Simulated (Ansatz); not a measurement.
# Σ11 (113) boundary in fcc Ag, starting shift (0.5, 0.5): structure and resistance, part 2 of 3

Aim: the relaxed structure and the specific resistance of the Σ11 (113) boundary in fcc Ag, starting shift (0.5, 0.5).

Ansatz 0.2.0; Ansatz plane-wave DFT, PBE, PAW files; relaxation of a bicrystal slab with its lowest layers held; PAW set soft_1 (the session's first sound run).

So far. Step 2 (Relaxing the bicrystal): The largest force component on a free atom ends at 0.026 eV/Å, under the tolerance of 0.03, after 10 steps.

### 3. Transmission across the boundary

Bulk layers of each grain are laid under and over the relaxed boundary, and a lead is named in the middle of each, away from the free faces. The mesh across the current, 22×22, is finer than the density's, because channels open and close sharply across the zone. Energies from -0.1 to 0.1 eV in steps of 0.05 eV are too few for the program's thermal sum, so it prints no conductance; for a metal the transmission near the Fermi level serves, at a fraction of the cost.

This step: Ansatz plane-wave DFT, PBE, PAW files; ballistic transport by layer matching (Landauer), zero bias; boundary relaxed in a short slab, bulk layers laid on; PAW set soft_1 (Ansatz 0.2.0).

System of this step: Σ11 (113) boundary in fcc Ag, starting shift (0.5, 0.5). The cell holds 33 atoms: 33 Ag. Cell: a = 2.889 Å, b = 5.005 Å, c = 47.914 Å, α = 90.0°, β = 90.0°, γ = 73.2°. It derives from Ag. Regions: lower grain, 14 atoms (14 Ag); boundary, 8 atoms (8 Ag); upper grain, 11 atoms (11 Ag). Vacuum lies along c.

Contents of input.yaml:

```yaml
crystal:
  lattice:
    - [2.8893797293, 0.0, 0.0]
    - [1.4446898646, 4.7914942194, 0.0]
    - [0.0, 0.0, 47.9136645031]
  atoms:
    - { symbol: Ag, position: [4.909090909, -9.8181818182, 0.0834834914] }
    - { symbol: Ag, position: [4.6363636362, -9.2727272727, 0.109197151] }
    - { symbol: Ag, position: [4.3636363635, -8.7272727273, 0.1349108105] }
    - { symbol: Ag, position: [4.0909090908, -8.1818181818, 0.16062447] }
    - { symbol: Ag, position: [3.8181818181, -7.6363636364, 0.1863381296] }
    - { symbol: Ag, position: [3.5454545454, -7.0909090909, 0.2120517891] }
    - { symbol: Ag, position: [3.2727272727, -6.5454545455, 0.2377654487] }
    - { symbol: Ag, position: [2.9999999999, -6.0, 0.2634791082] }
    - { symbol: Ag, position: [2.7272727272, -5.4545454545, 0.2891927677] }
    - { symbol: Ag, position: [2.4545454545, -4.9090909091, 0.3149064273] }
    - { symbol: Ag, position: [2.1818181818, -4.3636363636, 0.3406200868] }
    - { symbol: Ag, position: [1.9090909091, -3.8181818182, 0.3663337463] }
    - { symbol: Ag, position: [1.6363636363, -3.2727272727, 0.3920474059] }
    - { symbol: Ag, position: [1.3636363636, -2.7272727273, 0.4177610654] }
    - { symbol: Ag, position: [0.0909090909, 0.8181818182, 0.4434747249] }
    - { symbol: Ag, position: [0.8198972848, 0.3557350642, 0.4705346091] }
    - { symbol: Ag, position: [0.5466476884, 0.8948785145, 0.4970498257] }
    - { symbol: Ag, position: [0.2798954804, 0.4351448846, 0.5227383819] }
    - { symbol: Ag, position: [-0.0106800274, -0.0232761532, 0.5513281211] }
    - { symbol: Ag, position: [0.2247625338, 0.4375273694, 0.5809264804] }
    - { symbol: Ag, position: [0.5013437656, 0.8982415893, 0.6057709565] }
    - { symbol: Ag, position: [0.7669118381, 0.3577164505, 0.6336662537] }
    - { symbol: Ag, position: [2.0396391108, -2.1877380949, 0.6593799132] }
    - { symbol: Ag, position: [2.3123663835, -2.7331926404, 0.6850935727] }
    - { symbol: Ag, position: [2.5850936562, -3.2786471858, 0.7108072323] }
    - { symbol: Ag, position: [2.8578209289, -3.8241017313, 0.7365208918] }
    - { symbol: Ag, position: [3.1305482017, -4.3695562767, 0.7622345513] }
    - { symbol: Ag, position: [3.4032754744, -4.9150108222, 0.7879482109] }
    - { symbol: Ag, position: [3.6760027471, -5.4604653677, 0.8136618704] }
    - { symbol: Ag, position: [3.9487300198, -6.0059199131, 0.83937553] }
    - { symbol: Ag, position: [4.2214572925, -6.5513744586, 0.8650891895] }
    - { symbol: Ag, position: [4.4941845652, -7.096829004, 0.890802849] }
    - { symbol: Ag, position: [4.766911838, -7.6422835495, 0.9165165086] }
kpoints:
  mp_grid: { grid: [9, 9, 1] }
hamiltonian:
  xc: pbe
  pseudopotentials: { kind: paw, azcp: { folder: soft_1 } }
scf:
  occupations: { method: fermi_dirac, width: 0.1 }
output:
  transmission:
    leads: [[8, 9], [26, 27]]
    kmesh: [22, 22]
    e_range: [-0.1, 0.1]
    de: 0.05
  write_potential: true
  write_density: true
  volumetric_format: npy
  elf: true
```

Started as:

```bash
> ansatz run input.yaml --threads 4 --pin off --max-ram 15360MiB --backend cpu --events-out ev --progress --plain --runs-dir out
```

Numbers of over 12 decimals in the logs are rounded to 6 here.

The program printed:

```text
[...]
Crystal: 33 atoms, lattice volume = 663.338 Å³
Basis set: ecut = 420 eV, 12997 PW (Γ)
Bands: 377, of which v1, the nominal top of the filled ones, is band 314 counted from 1 (313 counted from 0)
Symmetry: 1 space group operations
[...]
k-points: 41 of 81 (time reversal used)
[...]
SCF iter   1: F=—  HF=-250496.244827 eV  |F-HF|=—  |Δ(HF+E_count)|=         —  Δρ=6.30e-2  dr2=2.95e1  ethr=3.10e-3  ⟨swp⟩=5.0  Hψ=46479  notcnv=0  defer=1289
[...]
SCF iter  10: F=-250488.572114 eV  HF=-250488.572114 eV  |F-HF|=1.04e-8  |Δ(HF+E_count)|=   1.58e-8  Δρ=1.57e-6  dr2=2.09e-8  ethr=1.59e-11  ⟨swp⟩=2.0  Hψ=28504  notcnv=0
SCF 1 converged in 10 iterations: F = -250488.572114 eV  dr2 = 2.09e-8
[...]
transmission: 880 of 8784 steps passed
transmission: 1760 of 8784 steps passed
[...]
transmission: 8784 of 8784 steps passed
WARN: The output density's exchange-correlation potential varies sharply where the density is thin. Do not read a vacuum level from v_tot or v_xc, or from such a field of the output density. On a cell that repeats whose density bears no net charge and no dipole along the vacuum's axis use v_es (v_loc + v_h of the components); under efield.dipole_correction with no amplitude use v_es + v_field, which holds any externa [...]
SCF converged after 10 iterations
Free energy (F): -250488.572114 eV
[...]
Internal energy: -250488.293758 eV  (E = F + TS)
E sigma→0 (E₀):  -250488.432936 eV
Entropy (-TS):   -0.278356 eV (-8.435 meV/atom)
Fermi energy:    14.033738 eV
[...]
--- Band table (eV; the first three rows and the last of 41) ---
  k-point 0: bands = [... 310 lower, 12.4756, 13.0554, 13.7171, 13.7225, 13.8572, 14.1827, 14.3491, 14.5078, ... 59 higher]
  k-point 1: bands = [... 310 lower, 12.4756, 13.0518, 13.0919, 13.2160, 13.5364, 13.7164, 13.8444, 14.1503, ... 59 higher]
  k-point 2: bands = [... 310 lower, 11.9760, 12.1099, 12.4231, 12.4994, 12.7303, 13.0179, 13.1303, 13.3810, ... 59 higher]
  k-point 40: bands = [... 310 lower, 14.7699, 14.8258, 14.8907, 14.9585, 15.0603, 15.2326, 15.2707, 15.3316, ... 59 higher]
--- Transmission ---
  basis      : 121 plane waves across, 36 finite elements along
  points     : 244, standing for a mesh of 22 x 22
  energies   : 5 from -0.100000 to 0.100000 eV about the Fermi level, 0.050000 eV apart; the leads are filled to 0.000000 eV, and channels, transmission and decay are at 0.000000 eV
  crystal 0  : Ag2, at the sites [8, 9], period 2.4641 Å, over 18.48 Å; its Hamiltonian steps by up to 6.8 meV
    offset         : up to 0.0000 Å between an atom of the period and one for which it stands
    channels       : 1.568182e0 a spin
    conductance    : none, the energies end too early or step too widely for 300 K: set another output.transmission.e_range or a lower de, or, where they end at an eighth of basis.ecutwfc, a higher one
[...]
channels       : 1.568182e0 a spin
[...]
junction   : crystal 0 to crystal 1, 13.24 to 35.91 Å
    transmission   : 1.461854e0 a spin
[...]
```

Wall time 25 min (4 threads of Arm Neoverse V1, shared host); peak memory 12 GiB.

Numbers from this step:

- free energy: -250488.5721 eV
- energy at zero smearing: -250488.4329 eV
- Fermi energy: 14.03 eV
- cell area: 13.84 Å²
- transmission per spin nearest the Fermi level: 1.462
- open channels per spin nearest the Fermi level: 1.568
- open channels per spin, upper lead: 1.568
- step of the lead's potential: 6.8 meV
- step of the upper lead's potential: 3.1 meV

Per spin. Table of transmission, zone mean by energy, zero at the Fermi level:

```csv
energy (eV),"transmission, zone mean"
-0.1000,1.45
-0.0500,1.46
0.0000,1.46
0.0500,1.46
0.1000,1.45
```

Per spin. Table of open channels, zone mean by energy, zero at the Fermi level:

```
energy (eV)  lead  upper lead
    -0.1000  1.54        1.54
    -0.0500  1.56        1.56
     0.0000  1.57        1.57
     0.0500  1.58        1.59
     0.1000  1.58        1.58
```

Transmission over k1 and k2. At 0.0000 eV from the Fermi level.

Ten even steps from '0' (0.00) to '9' (2.00):
```
1459999996000999999555
4479999997007999995555
4499999999789999975555
4599999999999999945555
4599999999999999445555
4599999999999994445555
4479999999999984445555
4457999999999944445555
4455579999999644445555
1455544489998444445555
1555544446888644445555
1555544444899984445554
4555544446999999975554
4555544449999999999754
4555544489999999999974
4555544499999999999995
4555544999999999999995
4555549999999999999995
4555579999987999999994
4555599999700799999974
1555999999000699999954
1457999997000799999754
```
Columns: k1 (b1) from -0.5 to 0.455; rows upwards: k2 (b2) from -0.5 to 0.455.

Open channels over k1 and k2. At 0.0000 eV from the Fermi level.

Values, 12 rows by 16 columns, each cell a mean:
```
1.33 1.25 1.90 2.00 2.00 2.00 2.00 1.27 1.12 1.75 2.00 2.00 2.00 1.49 1.00 1.00
1.17 1.71 2.00 2.00 2.00 2.00 2.00 1.93 1.93 2.00 2.00 2.00 1.77 1.06 1.00 1.00
1.27 2.00 2.00 2.00 2.00 2.00 2.00 2.00 2.00 2.00 1.98 1.53 1.07 1.00 1.00 1.00
1.07 1.57 1.97 2.00 2.00 2.00 2.00 2.00 2.00 2.00 1.78 1.00 1.00 1.00 1.00 1.00
1.40 1.00 1.30 1.56 1.91 1.93 2.00 2.00 2.00 1.95 1.17 1.00 1.00 1.00 1.00 1.00
1.00 1.00 1.00 1.00 1.00 1.08 1.70 2.00 2.00 1.75 1.10 1.00 1.00 1.00 1.00 1.00
1.33 1.00 1.00 1.00 1.00 1.00 1.21 1.85 2.00 2.00 1.95 1.45 1.45 1.04 1.00 1.00
1.07 1.00 1.00 1.00 1.00 1.07 1.65 2.00 2.00 2.00 2.00 2.00 2.00 1.92 1.66 1.10
1.00 1.00 1.00 1.00 1.00 1.38 2.00 2.00 2.00 2.00 2.00 2.00 2.00 2.00 2.00 1.87
1.00 1.00 1.00 1.07 1.53 1.98 2.00 2.00 2.00 2.00 2.00 2.00 2.00 2.00 2.00 1.87
1.40 1.00 1.01 1.42 2.00 2.00 2.00 1.93 1.36 1.71 2.00 2.00 2.00 2.00 1.96 1.25
1.00 1.00 1.49 2.00 2.00 2.00 2.00 1.27 1.00 1.55 2.00 2.00 2.00 2.00 1.55 1.00
```
Columns: k1 (b1) from -0.5 to 0.455; rows upwards: k2 (b2) from -0.5 to 0.455.

ELF in the cb plane at fractional x = 0.040, with atoms of Ag within 0.2 Å of it. It is the smooth field of the valence electrons, not physical close to the nuclei.

Ten even steps from '0' (0.00) to '9' (0.69), each cell a mean:
```
64222222222222222222358974222222221100000000
96322222222222222222246653222222221100000000
96422222222355432222223332222222211000000000
75322222223578642222222222222222211100000000
43222222223689742222222223432222221110000000
22222222223577642223322235664222222211000000
22222222222344422223322246765222232221100000
23443222222222222223322235664223444321100000
23554322233222222222222223442223555321100000
23454222455422222222222222222223454321100000
22333223577532233322223332222222333221100000
22222223576532233322246653222222222211000000
32222222455322222222358974222222222110000000
```
Columns run along c (16.0 Å, from fractional 0.67 to 1.00 of the cell), rows up along b (5.0 Å).

Electrostatic potential energy in the cb plane at fractional x = 0.040, with atoms of Ag within 0.2 Å of it. With pseudopotentials it is smooth inside the atoms' cores, unlike the true potential.

Values in eV, 7 rows by 16 columns, each cell a mean:
```
 -5  16  16  13  13  15  16   5 -11   6  14  15  18  18  18  18
 -6  15  14  14  -6   1  17  14   7  14  15  17  18  18  18  18
  7  15  14  12  -9  -5  14  13  14   0  10  17  17  18  18  18
 13  11  16  15   1   7  13   8  11 -12   1  13  11  17  18  18
  4  -3  14   8  13  15  14  13  14   0   9   4  -2  16  18  18
 10   5  10 -12   5  11  10  14   8  14  16  10   6  17  18  18
 12  16  12  -9   7  12  12   5 -10   6  15  15  16  18  18  18
```
Columns run along c (16.0 Å, from fractional 0.67 to 1.00 of the cell; values clipped at the 3rd and 97th percentile), rows up along b (5.0 Å).

Valence density in the cb plane at fractional x = 0.040, with atoms of Ag within 0.2 Å of it. It is the smooth field of the valence electrons, not physical close to the nuclei.

Ten steps, logarithmic in the rise over the least value, from '0' (0 e/Å³) to '9' (16 e/Å³), each cell a mean:
```
64211111222211111111369985211221100000000000
97311111111222211111246763111111100000000000
97411111112356421111123332111111000000000000
85311121113689742111111111211111000000000000
43111121113699852112211123432110000000000000
11111111112578742122221136764211111000000000
11222111111345321123321247875211222100000000
12443211111122111122221136764212443210000000
23564211233211111112111123442123565210000000
23554212466421122211111112211113454210000000
12332113688631223321123332111112332100000000
11111113677521223221246763111111111000000000
32111112455321122211368985211111110000000000
```
Columns run along c (16.0 Å, from fractional 0.67 to 1.00 of the cell), rows up along b (5.0 Å).

Over the solved energies the transmission per spin lies between 1.45 and 1.46, out of 1.57 channels of the lead on average (up to 1.58).

### 4. Specific resistance

This step: Ansatz plane-wave DFT, PBE, PAW files; ballistic transport by layer matching (Landauer), zero bias; specific resistance of the boundary; PAW set soft_1 (Ansatz 0.2.0).

This step gave:

```yaml
area_resistance: 0.08730 fΩ m²
t_over_the_leads_mean_channel_count: 0.9289
```

Averaged over the energies near the Fermi level, 92.9 % of the channels pass, which makes 0.0873 fΩ m².

By hand, with T and the leads' channels N averaged over the energies near the Fermi level: RA = A (h/2e²)(1/T − ½[1/N₁ + 1/N₂]) = 13.84×10⁻²⁰ m² × 12 906 Ω × (1/1.456 − ½[1/1.567 + 1/1.568]) = 0.0873 fΩ m².

(Part 2 of 3 ends here.)

[Logs are printed without paths, hosts, clocks, repeated set-up lines and the standing remarks that a program may print on its own settings, such as how far it seeks lower states.]

[Hosts, paths, dates, database ids (printed as entryN), source tags and the programs' standing remarks are cut or masked in the printed files.]
